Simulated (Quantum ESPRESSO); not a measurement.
**MnAu: turning two sublattices against each other**

Aim: the energy of MnAu as two sets of moments turn from parallel to opposed.

Program: Quantum ESPRESSO 7.5. Level of theory: LDA; plane waves with GBRV 1.5 LDA potentials, no spin-orbit coupling. Results are calculated unless marked as measured.

**1. The starting structure**

Symmetry: P4/mmm, No. 123, tetragonal system. Conventional cell: a = 3.189 Å, b = 3.189 Å, c = 3.310 Å, α = 90.00°, β = 90.00°, γ = 90.00°. Nearest to Mn lie 8 Au at 2.80 Å. Au has 8 Mn at 2.80 Å nearest. Farther neighbours are not listed.

As a file:

```cif
data_structure
_symmetry_space_group_name_H-M 'P 1'
_symmetry_Int_Tables_number 1
_cell_length_a 6.3774
_cell_length_b 4.5095
_cell_length_c 3.3099
_cell_angle_alpha 90.000
_cell_angle_beta 90.000
_cell_angle_gamma 45.000
_cell_volume 67.31
loop_
_atom_site_label
_atom_site_type_symbol
_atom_site_fract_x
_atom_site_fract_y
_atom_site_fract_z
_atom_site_occupancy
Mn1 Mn 0.00000 0.50000 0.50000 1
Mn2 Mn 0.50000 0.50000 0.50000 1
Au3 Au 0.00000 0.00000 0.00000 1
Au4 Au 0.50000 0.00000 0.00000 1
```

The cell comes from Materials Project 2023-11-01, a database of computed structures, and need not be the stable phase.

**2. The collinear order that defines the sublattices**

Typed as antiferro q=(1/2,1/2,0) +-. The wavevector q is in fractions of the reciprocal vectors of the crystal's primitive cell, as the cells of these inputs are built from it; moments change sign between cells as cos(2π q·R).

File pw.in:

```
&CONTROL
  calculation = 'scf'
  prefix = 'pwscf'
  outdir = './tmp'
  pseudo_dir = './pseudo'
  disk_io = 'nowf'
/
&SYSTEM
  ibrav = 0
  nat = 4
  ntyp = 3
  ecutwfc = 34
  ecutrho = 238
  nbnd = 35
  occupations = 'smearing'
  smearing = 'fd'
  degauss = 0.00734986
  nspin = 2
  starting_magnetization(1) = 0.2333
  starting_magnetization(2) = -0.2333
  starting_magnetization(3) = 0
/
&ELECTRONS
  conv_thr = 4d-08
  electron_maxstep = 150
  mixing_beta = 0.3
/
ATOMIC_SPECIES
Mn1    54.9380 mn_lda_v1.5.uspp.F.UPF
Mn2    54.9380 mn_lda_v1.5.uspp.F.UPF
Au    196.9666 au_lda_v1.uspp.F.UPF
CELL_PARAMETERS bohr
  12.0516338735    0.0000000000    0.0000000000
   6.0258169367    6.0258169367    0.0000000000
   0.0000000000    0.0000000000    6.2547345800
ATOMIC_POSITIONS crystal
Mn1     0.0000000000    0.5000000000    0.5000000000
Mn2     0.5000000000    0.5000000000    0.5000000000
Au      0.0000000000    0.0000000000    0.0000000000
Au      0.5000000000    0.0000000000    0.0000000000
K_POINTS automatic
3 6 6 0 0 0
```

The run is started by

```
$ OMP_NUM_THREADS=1 mpirun -n 4 pw.x -nk 4 -in pw.in > pw.out
```

What it wrote:

```text
Program PWSCF v.7.5 starts

     Message from routine setup:
     using ibrav=0 with symmetry is DISCOURAGED, use correct ibrav instead

     K-points division:     npool     =       4
     Subspace diagonalization in iterative solution of the eigenvalue problem:

     G-vector sticks info
     --------------------
     sticks:   dense  smooth     PW     G-vecs:    dense   smooth      PW
     Sum        1369     793    261                28151    12151    2337

     Using Slab Decomposition

     bravais-lattice index     =            0
     lattice parameter (alat)  =      12.0516  a.u.
     unit-cell volume          =     454.2247 (a.u.)^3
     number of atoms/cell      =            4
     number of atomic types    =            3
     number of electrons       =        52.00
     number of Kohn-Sham states=           35
     kinetic-energy cutoff     =      34.0000  Ry
     charge density cutoff     =     238.0000  Ry
     scf convergence threshold =      4.0E-08
     mixing beta               =       0.3000
     number of iterations used =            8  plain     mixing
     Exchange-correlation= SLA  PZ   NOGX NOGC
                           (   1   1   0   0   0   0   0)

     celldm(1)=  12.051634  celldm(2)=   0.000000  celldm(3)=   0.000000
     celldm(4)=   0.000000  celldm(5)=   0.000000  celldm(6)=   0.000000

     crystal axes: (cart. coord. in units of alat)
               a(1) = (   1.000000   0.000000   0.000000 )
               a(2) = (   0.500000   0.500000   0.000000 )
               a(3) = (   0.000000   0.000000   0.518995 )

     reciprocal axes: (cart. coord. in units 2 pi/alat)
               b(1) = (  1.000000 -1.000000  0.000000 )
               b(2) = (  0.000000  2.000000  0.000000 )
               b(3) = (  0.000000  0.000000  1.926802 )

     PseudoPot. # 1 for Mn read from file:
     mn_lda_v1.5.uspp.F.UPF
     Pseudo is Ultrasoft + core correction, Zval = 15.0
     Generated by new atomic code, or converted to UPF format
     Using radial grid of  859 points,  6 beta functions with:
                l(1) =   0
                l(2) =   0
                l(3) =   1
                l(4) =   1
                l(5) =   2
                l(6) =   2
     Q(r) pseudized with  8 coefficients,  rinner =    0.950   0.950   0.950
                                                       0.950   0.950

     PseudoPot. # 2 for Mn read from file:
     mn_lda_v1.5.uspp.F.UPF
     Pseudo is Ultrasoft + core correction, Zval = 15.0
     Generated by new atomic code, or converted to UPF format
     Using radial grid of  859 points,  6 beta functions with:
                l(1) =   0
                l(2) =   0
                l(3) =   1
                l(4) =   1
                l(5) =   2
                l(6) =   2
     Q(r) pseudized with  8 coefficients,  rinner =    0.950   0.950   0.950
                                                       0.950   0.950

     PseudoPot. # 3 for Au read from file:
     au_lda_v1.uspp.F.UPF
     Pseudo is Ultrasoft + core correction, Zval = 11.0
     Generated by new atomic code, or converted to UPF format
     Using radial grid of  985 points,  7 beta functions with:
                l(1) =   0
                l(2) =   0
                l(3) =   1
                l(4) =   1
                l(5) =   2
                l(6) =   2
                l(7) =   3
     Q(r) pseudized with  6 coefficients,  rinner =    1.900   1.900   1.900
                                                       1.900   1.900   1.900
                                                       1.900

     atomic species   valence    mass     pseudopotential
     Mn1              15.00    54.93800     Mn( 1.00)
     Mn2              15.00    54.93800     Mn( 1.00)
     Au               11.00   196.96660     Au( 1.00)

     Starting magnetic structure
     atomic species   magnetization
     Mn1             0.233
     Mn2            -0.233
     Au              0.000

     16 Sym. Ops., with inversion, found ( 8 have fractional translation)

   Cartesian axes

     site n.     atom                  positions (alat units)
         1        Mn1    tau(   1) = (   0.2500000   0.2500000   0.2594974  )
         2        Mn2    tau(   2) = (   0.7500000   0.2500000   0.2594974  )
         3        Au     tau(   3) = (   0.0000000   0.0000000   0.0000000  )
         4        Au     tau(   4) = (   0.5000000   0.0000000   0.0000000  )

     number of k points=    24  Fermi-Dirac smearing, width (Ry)=  0.0073
                       cart. coord. in units 2pi/alat
        k(    1) = (   0.0000000   0.0000000   0.0000000), wk =   0.0092593
        k(    2) = (   0.0000000   0.0000000   0.3211336), wk =   0.0185185
        k(    3) = (   0.0000000   0.0000000   0.6422673), wk =   0.0185185
        k(    4) = (   0.0000000   0.0000000  -0.9634009), wk =   0.0092593
        k(    5) = (   0.0000000   0.3333333   0.0000000), wk =   0.0370370
        [... 19 further k-points ...]

     Dense  grid:    28151 G-vectors     FFT dimensions: (  60,  45,  32)

     Smooth grid:    12151 G-vectors     FFT dimensions: (  48,  32,  24)

     Check: negative core charge=   -0.000020
     Generating pointlists ...
     new r_m :   0.1809 (alat units)  2.1802 (a.u.) for type    1
     new r_m :   0.1809 (alat units)  2.1802 (a.u.) for type    2
     new r_m :   0.1809 (alat units)  2.1802 (a.u.) for type    3

     Initial potential from superposition of free atoms

     starting charge      50.9997, renormalised to      52.0000
     Starting wfcs are   44 randomized atomic wfcs

     Self-consistent Calculation

     iteration #  1     ecut=    34.00 Ry     beta= 0.30
     Davidson diagonalization with overlap
     ethr =  1.00E-02,  avg # of iterations =  2.1

     total energy              =    -651.90157250 Ry
     estimated scf accuracy    <       1.28915758 Ry

     total magnetization       =    -0.00 Bohr mag/cell
     absolute magnetization    =     7.07 Bohr mag/cell

     iteration #  2     ecut=    34.00 Ry     beta= 0.30
     Davidson diagonalization with overlap
     ethr =  2.48E-03,  avg # of iterations =  2.0

     total energy              =    -652.09839262 Ry
     estimated scf accuracy    <       0.04895839 Ry

     total magnetization       =     0.00 Bohr mag/cell
     absolute magnetization    =     7.65 Bohr mag/cell

     iteration #  3     ecut=    34.00 Ry     beta= 0.30
     Davidson diagonalization with overlap
     ethr =  9.42E-05,  avg # of iterations =  3.4

     total energy              =    -652.11217425 Ry
     estimated scf accuracy    <       0.01561745 Ry

     total magnetization       =    -0.00 Bohr mag/cell
     absolute magnetization    =     7.81 Bohr mag/cell

     [... further iterations left out ...]

     iteration # 10     ecut=    34.00 Ry     beta= 0.30
     Davidson diagonalization with overlap
     ethr =  7.17E-09,  avg # of iterations =  3.9

     total energy              =    -652.11754173 Ry
     estimated scf accuracy    <       0.00000174 Ry

     total magnetization       =     0.00 Bohr mag/cell
     absolute magnetization    =     8.11 Bohr mag/cell

     iteration # 11     ecut=    34.00 Ry     beta= 0.30
     Davidson diagonalization with overlap
     ethr =  3.35E-09,  avg # of iterations =  1.7

     total energy              =    -652.11754193 Ry
     estimated scf accuracy    <       0.00000030 Ry

     total magnetization       =    -0.00 Bohr mag/cell
     absolute magnetization    =     8.11 Bohr mag/cell

     iteration # 12     ecut=    34.00 Ry     beta= 0.30
     Davidson diagonalization with overlap
     ethr =  5.86E-10,  avg # of iterations =  2.0

     total energy              =    -652.11754197 Ry
     estimated scf accuracy    <       0.00000006 Ry

     total magnetization       =    -0.00 Bohr mag/cell
     absolute magnetization    =     8.11 Bohr mag/cell

     iteration # 13     ecut=    34.00 Ry     beta= 0.30
     Davidson diagonalization with overlap
     ethr =  1.09E-10,  avg # of iterations =  2.7

     Magnetic moment per site  (integrated on atomic sphere of radius R)
     atom   1 (R=0.181)  charge= 13.6149  magn=  3.8398
     atom   2 (R=0.181)  charge= 13.6149  magn= -3.8399
     atom   3 (R=0.181)  charge=  9.1473  magn= -0.0000
     atom   4 (R=0.181)  charge=  9.1473  magn= -0.0000

     End of self-consistent calculation

     [... lines left out ...]
     the Fermi energy is    14.1170 ev

!    total energy              =    -652.11754198 Ry
     estimated scf accuracy    <          2.6E-09 Ry
     smearing contrib. (-TS)   =      -0.00930465 Ry
     internal energy E=F+TS    =    -652.10823733 Ry

     The total energy is F=E-TS. E is the sum of the following terms:
     one-electron contribution =    -210.49115040 Ry
     hartree contribution      =     143.53394714 Ry
     xc contribution           =    -176.60763769 Ry
     ewald contribution        =    -408.54339638 Ry

     total magnetization       =    -0.00 Bohr mag/cell
     absolute magnetization    =     8.11 Bohr mag/cell

     convergence has been achieved in  13 iterations

=------------------------------------------------------------------------------=
   JOB DONE.
=------------------------------------------------------------------------------=
```

Run time: 13 s. Hardware: 4 MPI ranks of Intel Xeon 6975P-C (Granite Rapids), shared host; peak memory 0.48 GiB; 51 s of CPU time.

Spin moment in the atom's sphere by atom:

```
atom  spin moment in the atom's sphere (μB)
 Mn1                                   3.84
 Mn2                                  -3.84
 Au3                                   0.00
 Au4                                   0.00
```

This step gave:

| Property | Result |
| --- | --- |
| smearing term TS | 0.1266 eV |
| magnetization | 0 μB |
| absolute magnetization | 8.11 μB |
| final state | antiferromagnetic |

**3. The parallel state in the same cell**

This run has no penalty. It is needed because the penalty of the later runs acts on every atom: an induced moment is typed with its parallel value times cos(θ/2) along z and its opposed value times sin(θ/2) along x, rounded to 0.01 μB.

File pw.in:

```
&CONTROL
  calculation = 'scf'
  prefix = 'pwscf'
  outdir = './tmp'
  pseudo_dir = './pseudo'
  disk_io = 'nowf'
/
&SYSTEM
  ibrav = 0
  nat = 4
  ntyp = 2
  ecutwfc = 34
  ecutrho = 238
  nbnd = 39
  occupations = 'smearing'
  smearing = 'fd'
  degauss = 0.00734986
  nspin = 2
  starting_magnetization(1) = 0.2333
  starting_magnetization(2) = 0
/
&ELECTRONS
  conv_thr = 4d-08
  electron_maxstep = 150
  mixing_beta = 0.3
/
ATOMIC_SPECIES
Mn     54.9380 mn_lda_v1.5.uspp.F.UPF
Au    196.9666 au_lda_v1.uspp.F.UPF
CELL_PARAMETERS bohr
  12.0516338735    0.0000000000    0.0000000000
   6.0258169367    6.0258169367    0.0000000000
   0.0000000000    0.0000000000    6.2547345800
ATOMIC_POSITIONS crystal
Mn      0.0000000000    0.5000000000    0.5000000000
Mn      0.5000000000    0.5000000000    0.5000000000
Au      0.0000000000    0.0000000000    0.0000000000
Au      0.5000000000    0.0000000000    0.0000000000
K_POINTS automatic
3 6 6 0 0 0
```

What it wrote:

```text
     [... lines left out ...]
Program PWSCF v.7.5 starts
     [... lines left out ...]
     number of atoms/cell      =            4
     [... lines left out ...]
     number of electrons       =        52.00
     number of Kohn-Sham states=           39
     kinetic-energy cutoff     =      34.0000  Ry
     charge density cutoff     =     238.0000  Ry
     scf convergence threshold =      4.0E-08
     [... lines left out ...]
     16 Sym. Ops., with inversion, found
     [... lines left out ...]
     number of k points=    24  Fermi-Dirac smearing, width (Ry)=  0.0073
     [... lines left out ...]
     iteration # 12     ecut=    34.00 Ry     beta= 0.30
     [... lines left out ...]
     Magnetic moment per site  (integrated on atomic sphere of radius R)
     atom   1 (R=0.181)  charge= 13.6223  magn=  3.8241
     atom   2 (R=0.181)  charge= 13.6223  magn=  3.8241
     atom   3 (R=0.181)  charge=  9.1476  magn=  0.0883
     atom   4 (R=0.181)  charge=  9.1476  magn=  0.0883
     [... lines left out ...]
     the Fermi energy is    14.0258 ev
!    total energy              =    -652.12729502 Ry
     estimated scf accuracy    <          4.1E-09 Ry
     smearing contrib. (-TS)   =      -0.00827176 Ry
     [... lines left out ...]
     total magnetization       =     8.05 Bohr mag/cell
     absolute magnetization    =     8.23 Bohr mag/cell
     convergence has been achieved in  12 iterations
```

The job ended after 14 s (4 MPI ranks; peak memory 0.43 GiB).

Spin moment in the atom's sphere by atom:

```
atom  spin moment in the atom's sphere (μB)
 Mn1                                   3.82
 Mn2                                   3.82
 Au3                                   0.09
 Au4                                   0.09
```

Numbers from this step:

| Quantity | Value |
| --- | --- |
| smearing term TS | 0.1125 eV |
| magnetization | 8.048 μB |
| absolute magnetization | 8.233 μB |
| final state | ferromagnetic |

(Part 1 of 2 ends here.)

[Logs and program files are shortened in this print: banners, set-up blocks, solver, clock and traceback lines can be left out without a mark of their own.]

[Logs are printed without paths, hosts, clocks, repeated set-up lines and the standing remarks that a program may print on its own settings, such as how far it seeks lower states.]

[Hosts, paths, dates, database ids (printed as entryN), source tags and the programs' standing remarks are cut or masked in the printed files.]

[Where a cell is said to come from a database of computed structures, the database is the Materials Project.]
